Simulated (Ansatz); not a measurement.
# Bands, cutoff and cost in G0W0 for ZnWO4 (P2/c)

Wanted: a G0W0 gap for ZnWO4 (P2/c) that is converged in bands and cutoff, or an estimate of the limit.

Method: G0W0 on LDA, plane waves, PAW, in Ansatz 0.2.0.

## Step 1: Starting point

The structure is monoclinic, space group P2/c (No. 13). Conventional cell: a = 4.699 Å, b = 5.729 Å, c = 4.937 Å, α = 90.00°, β = 90.61°, γ = 90.00°. Nearest to Zn lie 6 O at 2.03 to 2.23 Å. Nearest to W lie 6 O at 1.80 to 2.14 Å. Nearest to O lie 2 W at 1.92 to 2.14 Å and 1 Zn at 2.03 Å. O has 1 W at 1.80 Å and 2 Zn at 2.09 to 2.23 Å nearest. Farther neighbours and most contacts between anions are not listed.

Structure file:

```cif
data_structure
_symmetry_space_group_name_H-M 'P 1'
_symmetry_Int_Tables_number 1
_cell_length_a 4.6986
_cell_length_b 5.7293
_cell_length_c 4.9367
_cell_angle_alpha 90.000
_cell_angle_beta 90.615
_cell_angle_gamma 90.000
_cell_volume 132.89
loop_
_atom_site_label
_atom_site_type_symbol
_atom_site_fract_x
_atom_site_fract_y
_atom_site_fract_z
_atom_site_occupancy
Zn1 Zn 0.50000 0.68400 0.25000 1
Zn2 Zn 0.50000 0.31600 0.75000 1
W3 W 0.00000 0.18258 0.25000 1
W4 W 0.00000 0.81742 0.75000 1
O5 O 0.21690 0.10510 0.93630 1
O6 O 0.78310 0.10510 0.56370 1
O7 O 0.78310 0.89490 0.06370 1
O8 O 0.21690 0.89490 0.43630 1
O9 O 0.25650 0.37770 0.39960 1
O10 O 0.74350 0.37770 0.10040 1
O11 O 0.74350 0.62230 0.60040 1
O12 O 0.25650 0.62230 0.89960 1
```

The cell and positions come from the Crystallography Open Database and are kept as given unless a step says otherwise. Spin-orbit coupling is left out unless a step names it.

## Step 2: 348 empty bands, screening to 110 eV

Now the one-shot GW correction: screening in the RPA, then the self-energy of the levels asked for. This step takes hard PAW files.

input.yaml

```yaml
crystal:
  lattice:
    - [4.6986, 0.0, 0.0]
    - [0.0, 5.7293, 0.0]
    - [-0.052988409, 0.0, 4.9364156144]
  atoms:
    - { symbol: Zn, position: [0.5, 0.684, 0.25] }
    - { symbol: Zn, position: [0.5, 0.316, 0.75] }
    - { symbol: W, position: [0.0, 0.18258, 0.25] }
    - { symbol: W, position: [0.0, 0.81742, 0.75] }
    - { symbol: O, position: [0.2169, 0.1051, 0.9363] }
    - { symbol: O, position: [0.7831, 0.1051, 0.5637] }
    - { symbol: O, position: [0.7831, 0.8949, 0.0637] }
    - { symbol: O, position: [0.2169, 0.8949, 0.4363] }
    - { symbol: O, position: [0.2565, 0.3777, 0.3996] }
    - { symbol: O, position: [0.7435, 0.3777, 0.1004] }
    - { symbol: O, position: [0.7435, 0.6223, 0.6004] }
    - { symbol: O, position: [0.2565, 0.6223, 0.8996] }
kpoints:
  mp_grid: { grid: [4, 4, 4] }
hamiltonian:
  xc: lda
  pseudopotentials: { kind: paw, source: ansatz }
scf:
  occupations: { method: fixed }
gw:
  n_empty_bands: 348
  ecut_chi: 110.0
  qp_bands: [v4, c4]
  qp_kpoints: band_edges
  screening: { model: contour_deformation }
```

The run is started by

```bash
$ ansatz run input.yaml --threads 4 --pin off --max-ram 138240MiB --backend cuda --events-out ev --progress --plain --runs-dir out --devices 1 --max-vram 26GiB
```

Numbers of over 12 decimals in the logs are rounded to 6 here.

Output:

```text
GPUs: using 1 of 1 available (devices: 1).
Engine: ansatz 0.2.0, x86_64-unknown-linux-gnu
Pseudopotentials: kind: paw
Pseudopotential: Zn, paw, valence charge 20, recommended cutoff 660 eV (normal), Zn.paw.azcp
Pseudopotential: W, paw, valence charge 28, recommended cutoff 760 eV (normal), W.paw.azcp
Pseudopotential: O, paw, valence charge 6, recommended cutoff 930 eV (normal), O.paw.azcp
Functional definition: SPW92
  exchange = slater_x
  correlation = pw_c
device memory: the entry about to start is reckoned to put 8.6 GiB on a device that reports 72.9 GiB free (of which the cap on the GPU budget leaves the run 26.0 GiB)
GPU FFT provider: cuFFT
GPU libraries: cuBLAS 13.8.2, cuFFT 12.4.0, cuSOLVER 12.3.4
Crystal: 12 atoms, lattice volume = 132.887 Å³
Basis set: ecut = 930 eV, 8549 PW (Γ)
Bands: 87, of which v1, the nominal top of the filled ones, is band 72 counted from 1 (71 counted from 0)
Symmetry: 4 space group operations
Space group: P2/c (ITA 13), of the structure as read, at distance tolerance 5.1e-5 Å
k-points: 30 of 64
Non-local potential: Zn, projectors of the file, l = 0: 3, l = 1: 3, l = 2: 3, l = 3: 1
Non-local potential: W, projectors of the file, l = 0: 3, l = 1: 3, l = 2: 2, l = 3: 3
Non-local potential: O, projectors of the file, l = 0: 2, l = 1: 2, l = 2: 1
PAW form: soft (Blöchl's): semilocal exchange-correlation on the pseudo side does not see the compensation charge
PAW frozen core: Zn, regenerated for the run's functional, and the local potential with it (the file was generated under x = pbe(κ = 0.804, μ = 0.219515), c = pbe(β = 0.066725))
PAW frozen core: W, regenerated for the run's functional, and the local potential with it (the file was generated under x = pbe(κ = 0.804, μ = 0.219515), c = pbe(β = 0.066725))
PAW frozen core: O, regenerated for the run's functional, and the local potential with it (the file was generated under x = pbe(κ = 0.804, μ = 0.219515), c = pbe(β = 0.066725))
PAW one-centre angular grid: Zn, 590 points (default); XC on 64 Gauss nodes
PAW one-centre angular grid: W, 590 points (default); XC on 64 Gauss nodes
PAW one-centre angular grid: O, 110 points (default); XC on 64 Gauss nodes
Initial density: superposition of atomic densities (chi_scale 0.1, normalization cell, long waves kept (reshape's long-wave potential 0.13 eV rms))
Initial wavefunctions: pseudopotential atomic-orbital guess
GPU buffer pool allocated for 207360 grid points (all kernels)
GPU transforms: local potential and band sums: pruned to the plane-wave sphere, on 50×60×50
Functional: x = slater, c = lda
SCF iter   1: F=—  HF=-54527.868023 eV  |F-HF|=—  |Δ(HF+E_count)|=         —  Δρ=1.68e-1  dr2=3.73e1  ethr=3.10e-3  ⟨swp⟩=5.0  Hψ=8938  notcnv=0  defer=383
preconditioner: auto → Resta (q_TF=auto, 2.765 Å⁻¹)  ε∞=3.7  [insulator: Δε(μ)=3.911 eV  Ē_g=21.801 eV  n_scr=40 (ndim 8)  ℏωp=35.9 eV  f_vac=0.026  ε∞_Penn≈3.7]
SCF iter   2: F=—  HF=-54517.847235 eV  |F-HF|=—  |Δ(HF+E_count)|=    1.00e1  Δρ=6.09e-2  dr2=2.30e0  ethr=3.10e-3  ⟨swp⟩=4.0  Hψ=6523  notcnv=0  defer=370
SCF iter   3: F=—  HF=-54516.745803 eV  |F-HF|=—  |Δ(HF+E_count)|=    1.10e0  Δρ=2.79e-2  dr2=1.12e0  ethr=1.60e-3  ⟨swp⟩=2.1  Hψ=5325  notcnv=0  defer=369
SCF iter   4: F=—  HF=-54516.461169 eV  |F-HF|=—  |Δ(HF+E_count)|=   2.85e-1  Δρ=1.75e-2  dr2=3.44e-1  ethr=7.74e-4  ⟨swp⟩=2.7  Hψ=3464  notcnv=0  defer=382
SCF iter   5: F=—  HF=-54516.375198 eV  |F-HF|=—  |Δ(HF+E_count)|=   8.60e-2  Δρ=5.95e-3  dr2=2.66e-2  ethr=2.39e-4  ⟨swp⟩=2.0  Hψ=4219  notcnv=0  defer=387
SCF iter   6: F=—  HF=-54516.374358 eV  |F-HF|=—  |Δ(HF+E_count)|=   8.40e-4  Δρ=2.09e-3  dr2=6.42e-3  ethr=1.84e-5  ⟨swp⟩=3.0  Hψ=4614  notcnv=0  defer=390
SCF iter   7: F=—  HF=-54516.372935 eV  |F-HF|=—  |Δ(HF+E_count)|=   1.42e-3  Δρ=8.31e-4  dr2=1.05e-3  ethr=4.46e-6  ⟨swp⟩=2.0  Hψ=3420  notcnv=0  defer=390
SCF iter   8: F=—  HF=-54516.372735 eV  |F-HF|=—  |Δ(HF+E_count)|=   1.99e-4  Δρ=2.39e-4  dr2=9.18e-5  ethr=7.28e-7  ⟨swp⟩=2.0  Hψ=3600  notcnv=0  defer=332
SCF iter   9: F=—  HF=-54516.372742 eV  |F-HF|=—  |Δ(HF+E_count)|=   6.45e-6  Δρ=1.20e-4  dr2=1.89e-5  ethr=6.38e-8  ⟨swp⟩=2.0  Hψ=4188  notcnv=0  defer=270
SCF iter  10: F=—  HF=-54516.372741 eV  |F-HF|=—  |Δ(HF+E_count)|=   1.21e-6  Δρ=3.98e-5  dr2=1.66e-6  ethr=1.31e-8  ⟨swp⟩=2.0  Hψ=3856  notcnv=0  defer=270
SCF iter  11: F=-54516.372740 eV  HF=-54516.372740 eV  |F-HF|=4.04e-9  |Δ(HF+E_count)|=   2.73e-7  Δρ=8.87e-6  dr2=9.09e-8  ethr=6.94e-11  ⟨swp⟩=10.9  Hψ=14685  notcnv=0
SCF 1 converged in 11 iterations: F = -54516.372740 eV  dr2 = 9.09e-8
  greatest PAW one-centre occupation: 0.999 electrons in one spin orbital (limit 2), on the Zn atom at site 1 (counted from 0), in its partial waves of l = 0
device memory: the entry about to start is reckoned to put 7.5 GiB (of the 8.9 GiB reckoned in all, the device holds 1.3 GiB already) on a device that reports 71.6 GiB free (of which the cap on the GPU budget leaves the run 24.7 GiB)
NSCF: frozen V_eff on 30 k-points, pencils in batches of 32, up to order 348
the band table was solved once the SCF had ended and its energy, with any forces and stress, was formed, with the checks that follow a solve (10278 applications of the Hamiltonian). They found nothing against the state; the energy, forces and stress were not computed again (output.eigenvalues in the input reference)
device memory: the entry about to start is reckoned to put 9.1 GiB on a device that reports 71.9 GiB free (of which the cap on the GPU budget leaves the run 26.0 GiB)
NSCF: frozen V_eff on 30 k-points
G₀W₀ screening: q 1/30
[... further progress lines ...]
device memory: the entry about to start is reckoned to put 1.4 GiB on a device that reports 72.8 GiB free (of which the cap on the GPU budget leaves the run 26.0 GiB)
NSCF: frozen V_eff on 1 k-points
device memory: the entry about to start is reckoned to put 1.4 GiB on a device that reports 72.7 GiB free (of which the cap on the GPU budget leaves the run 26.0 GiB)
NSCF: frozen V_eff on 1 k-points
SCF converged after 11 iterations
Free energy (F): -54516.372740 eV
Harris-Foulkes:  -54516.372740 eV  (|F-HF|=4.04e-9)
Internal energy: -54516.372740 eV  (E = F + TS)
E sigma→0 (E₀):  -54516.372740 eV
Fermi energy:    10.060719 eV
--- Per-component energies (eV) ---
  E_band       = -1991.389156
  E_kinetic    = 4523.089120
  E_local      = -38930.862611  (includes V_loc(G=0)·N_el)
  E_nonlocal   = 5959.102398
  E_hartree    = 13627.126931
  E_xc         = -1524.990145
  E_vxc        = -1899.733296  (∫ρ·V_xc dr)
  E_paw        = -18850.572116  (= ΣΔE_a)
  E_vpaw       = 1102.776980  (= ΣTr[D̂ρ^β])
  E_aug_tail   = 0.000139  (compensation charges beyond the density's cutoff)
  E_ewald      = -19326.537423
  E_core_change = 7.270967  (= ΣΔE_core)
  E_smearing   = -0.000000  (= −TS)
  E_closure    = 0.000000  (closes the sum)
  Σ components = -54516.372740   (vs F -54516.372740, Δ=0.00e0)
--- Band table (eV; the first three rows and the last of 30) ---
  k-point 0: bands = [... 68 lower, 9.3639, 9.7089, 9.7834, 9.8048, 13.3866, 13.8436, 13.8765, 13.8849, ... 11 higher]
  k-point 1: bands = [... 68 lower, 9.4195, 9.6070, 9.8158, 10.0327, 13.4945, 13.5829, 13.7342, 13.8317, ... 11 higher]
  k-point 2: bands = [... 68 lower, 9.5402, 9.5402, 9.9472, 9.9472, 13.4246, 13.4246, 13.8736, 13.8736, ... 11 higher]
  k-point 29: bands = [... 68 lower, 9.1883, 9.1883, 9.7188, 9.7188, 13.6995, 13.6995, 13.9482, 13.9482, ... 11 higher]
--- G₀W₀: contour deformation, 6 samples at zero and on the imaginary axis and 1 off it, 64 q-points, 348 empty bands' worth ---
  eigenvalues of the whole cell's RPA ε∞ on this k-mesh (on a slab, of 1 + 4πα/V) = 4.9979, 5.1709, 5.7299; static W/v taken at q = 0 is 0.188012
  bands read: the sum over 420 bands ends inside a degenerate multiplet in 1 slot, whose members it reads at an even weight; the widest, k=3: bands 420 to 421 (counted from 1) at 1/2 each
  gw.qp_kpoints: band_edges: 30 of 30 stored k-points solved, in 1 pass; an edge of the gap read off the rows below is read off those points alone
    ik  band        ε_KS         Σx   Σc(E_QP)       V_xc       Z   E_QP_lin       E_QP  E_QP is
     0    69      9.3639   -27.9502     4.9617   -22.5845  0.7330     8.9568     8.9598  root
     0    70      9.7089   -29.6661     4.9223   -24.3274  0.7432     9.2897     9.2924  root
     0    71      9.7834   -26.3417     4.7626   -21.2945  0.7333     9.4975     9.4989  root
     0    72      9.8048   -27.5922     4.7256   -22.5516  0.7403     9.4882     9.4898  root
     0    73     13.3866   -15.7399    -4.0064   -20.9954  0.7777    14.6570    14.6358  root
     0    74     13.8436   -16.3030    -4.4384   -22.0228  0.7700    15.1521    15.1251  root
     0    75     13.8765   -17.7237    -4.1799   -23.1588  0.7632    15.1586    15.1316  root
     0    76     13.8849   -16.5453    -4.4113   -22.2713  0.7639    15.2295    15.1996  root
     1    69      9.4195   -26.0869     4.5812   -21.2042  0.7330     9.1165     9.1181  root
     1    70      9.6070   -27.2349     4.6958   -22.2255  0.7361     9.2917     9.2934  root
     1    71      9.8158   -28.4160     4.8192   -23.2289  0.7388     9.4458     9.4480  root
     1    72     10.0327   -30.0642     4.8776   -24.7874  0.7467     9.6311     9.6335  root
     1    73     13.4945   -15.5768    -4.3139   -21.1406  0.7775    14.7667    14.7443  root
     1    74     13.5829   -15.6064    -4.2040   -21.0557  0.7759    14.8508    14.8281  root
     1    75     13.7342   -16.3048    -4.3416   -21.9385  0.7731    15.0518    15.0263  root
     1    76     13.8317   -17.2431    -4.1809   -22.6871  0.7650    15.1212    15.0947  root
     2    69      9.5402   -26.9730     4.6334   -22.0538  0.7389     9.2531     9.2545  root
     2    70      9.5402   -26.9730     4.6334   -22.0538  0.7389     9.2531     9.2545  root
     2    71      9.9472   -30.8923     4.9552   -25.4778  0.7461     9.4848     9.4880  root
     2    72      9.9472   -30.8923     4.9552   -25.4778  0.7461     9.4848     9.4880  root
     2    73     13.4246   -15.5424    -4.1974   -20.9628  0.7823    14.6678    14.6475  root
     2    74     13.4246   -15.5424    -4.1974   -20.9628  0.7823    14.6678    14.6475  root
     2    75     13.8736   -16.5057    -4.3230   -22.1073  0.7652    15.1799    15.1521  root
     2    76     13.8736   -16.5057    -4.3230   -22.1073  0.7652    15.1799    15.1521  root
[...]
29    69      9.1883   -28.3343     5.0021   -22.8900  0.7368     8.7425     8.7461  root
    29    70      9.1883   -28.3343     5.0021   -22.8900  0.7368     8.7425     8.7461  root
    29    71      9.7188   -27.7061     4.8766   -22.4765  0.7348     9.3636     9.3658  root
    29    72      9.7188   -27.7061     4.8766   -22.4765  0.7348     9.3636     9.3658  root
    29    73     13.6995   -15.7639    -4.5958   -21.6247  0.7731    14.9906    14.9646  root
    29    74     13.6995   -15.7639    -4.5958   -21.6247  0.7731    14.9906    14.9646  root
    29    75     13.9482   -16.6922    -4.2611   -22.1912  0.7688    15.2115    15.1861  root
    29    76     13.9482   -16.6922    -4.2611   -22.1912  0.7688    15.2115    15.1861  root
```

Elapsed: 98 s, on 1 × NVIDIA H100 80GB HBM3 (shared by 3 runs) with 4 threads of AMD EPYC 7R13 (Zen 3), shared host; peak memory 3.7 GiB.

This step gave:

* bands summed: 420
* RPA ε∞ on this mesh (eigenvalues): 4.998, 5.171, 5.730
* plane waves in the screening matrix: 357
* q-points in the mesh: 64
* G0W0 gap on the mesh: 4.407 eV
* k of the valence top: 0.25, 0, -0.25
* k of the conduction bottom: 0, -0.5, 0
* starting gap on the mesh: 2.860 eV
* Z at the valence top: 0.7395
* Z at the conduction bottom: 0.7849
* least direct G0W0 gap on the computed points: 4.448 eV

The gap on the mesh goes from 2.86 eV to 4.41 eV, a correction of +1.55 eV, though a band edge has moved to another state.

## Step 3: 790 empty bands, screening to 190 eV

Bands and screening cutoff are moved together, since each hides the error of the other.

Edit input.yaml of step 2 so:

```diff
@@ -26,4 +26,4 @@
 gw:
-  n_empty_bands: 348
-  ecut_chi: 110.0
+  n_empty_bands: 790
+  ecut_chi: 190.0
   qp_bands: [v4, c4]
```

Output:

```text
GPUs: using 1 of 1 available (devices: 1).
[...]
GPU FFT provider: cuFFT
GPU libraries: cuBLAS 13.8.2, cuFFT 12.4.0, cuSOLVER 12.3.4
Crystal: 12 atoms, lattice volume = 132.887 Å³
Basis set: ecut = 930 eV, 8549 PW (Γ)
Bands: 87, of which v1, the nominal top of the filled ones, is band 72 counted from 1 (71 counted from 0)
Symmetry: 4 space group operations
[...]
k-points: 30 of 64
[...]
GPU buffer pool allocated for 207360 grid points (all kernels)
[...]
SCF iter   1: F=—  HF=-54527.868023 eV  |F-HF|=—  |Δ(HF+E_count)|=         —  Δρ=1.68e-1  dr2=3.73e1  ethr=3.10e-3  ⟨swp⟩=5.0  Hψ=8938  notcnv=0  defer=383
[...]
SCF iter  11: F=-54516.372740 eV  HF=-54516.372740 eV  |F-HF|=4.04e-9  |Δ(HF+E_count)|=   2.73e-7  Δρ=8.87e-6  dr2=9.09e-8  ethr=6.94e-11  ⟨swp⟩=10.9  Hψ=14685  notcnv=0
SCF 1 converged in 11 iterations: F = -54516.372740 eV  dr2 = 9.09e-8
[...]
NSCF: frozen V_eff on 30 k-points, pencils in batches of 32, up to order 348
[...]
NSCF: frozen V_eff on 30 k-points
G₀W₀ screening: q 1/30
[... further progress lines ...]
[...]
SCF converged after 11 iterations
Free energy (F): -54516.372740 eV
[...]
Internal energy: -54516.372740 eV  (E = F + TS)
E sigma→0 (E₀):  -54516.372740 eV
Fermi energy:    10.060719 eV
[...]
--- Band table (eV; the first three rows and the last of 30) ---
  k-point 0: bands = [... 68 lower, 9.3639, 9.7089, 9.7834, 9.8048, 13.3866, 13.8436, 13.8765, 13.8849, ... 11 higher]
  k-point 1: bands = [... 68 lower, 9.4195, 9.6070, 9.8158, 10.0327, 13.4945, 13.5829, 13.7342, 13.8317, ... 11 higher]
  k-point 2: bands = [... 68 lower, 9.5402, 9.5402, 9.9472, 9.9472, 13.4246, 13.4246, 13.8736, 13.8736, ... 11 higher]
  k-point 29: bands = [... 68 lower, 9.1883, 9.1883, 9.7188, 9.7188, 13.6995, 13.6995, 13.9482, 13.9482, ... 11 higher]
[...]
0    69      9.3639   -27.9502     4.7197   -22.5845  0.7279     8.7098     8.7179  root
     0    70      9.7089   -29.6661     4.6750   -24.3274  0.7383     9.0379     9.0452  root
     0    71      9.7834   -26.3417     4.4755   -21.2945  0.7281     9.2060     9.2118  root
     0    72      9.8048   -27.5922     4.4527   -22.5516  0.7351     9.2109     9.2169  root
     0    73     13.3866   -15.7399    -4.2826   -20.9954  0.7743    14.3715    14.3595  root
     0    74     13.8436   -16.3030    -4.7300   -22.0228  0.7661    14.8487    14.8334  root
     0    75     13.8765   -17.7237    -4.4772   -23.1588  0.7590    14.8491    14.8342  root
     0    76     13.8849   -16.5453    -4.7080   -22.2713  0.7600    14.9197    14.9028  root
[...]
29    73     13.6995   -15.7639    -4.8742   -21.6247  0.7695    14.7012    14.6861  root
    29    74     13.6995   -15.7639    -4.8742   -21.6247  0.7695    14.7012    14.6861  root
    29    75     13.9482   -16.6922    -4.5439   -22.1912  0.7650    14.9176    14.9032  root
    29    76     13.9482   -16.6922    -4.5439   -22.1912  0.7650    14.9176    14.9032  root
```

Run time: 4.5 min. Hardware: 1 × NVIDIA H100 80GB HBM3 (shared by 3 runs) with 4 threads; peak memory 7.8 GiB; 9 min of CPU time.

This step gave:

| Property | Result |
| --- | --- |
| bands summed | 862 |
| RPA ε∞ on this mesh (eigenvalues) | 4.980, 5.152, 5.704 |
| plane waves in the screening matrix | 801 |
| q-points in the mesh | 64 |
| G0W0 gap on the mesh | 4.412 eV |
| k of the valence top | 0.25, 0, -0.25 |
| k of the conduction bottom | 0, -0.5, 0 |
| starting gap on the mesh | 2.860 eV |
| Z at the valence top | 0.7342 |
| Z at the conduction bottom | 0.7817 |
| least direct G0W0 gap on the computed points | 4.441 eV |

Against the run with 4×4×4 mesh, 348 empty bands, screening to 110 eV, hard PAW files, the gap moves by +0.005 eV.

(Continued in part 2 of 2.)

[Paths, hosts, dates, memory and timing lines, banners, echoed tables and standing remarks are left out of the program output.]

[Logs are printed without paths, hosts, clocks, repeated set-up lines and the standing remarks that a program may print on its own settings, such as how far it seeks lower states.]

[Runs of the session that timed out or met a known fault of the program may be left out.]

[Cells called generated may have been cut or substituted from an entry of the Crystallography Open Database or the Materials Project.]

[Hosts, paths, dates, database ids (printed as entryN), source tags and the programs' standing remarks are cut or masked in the printed files.]
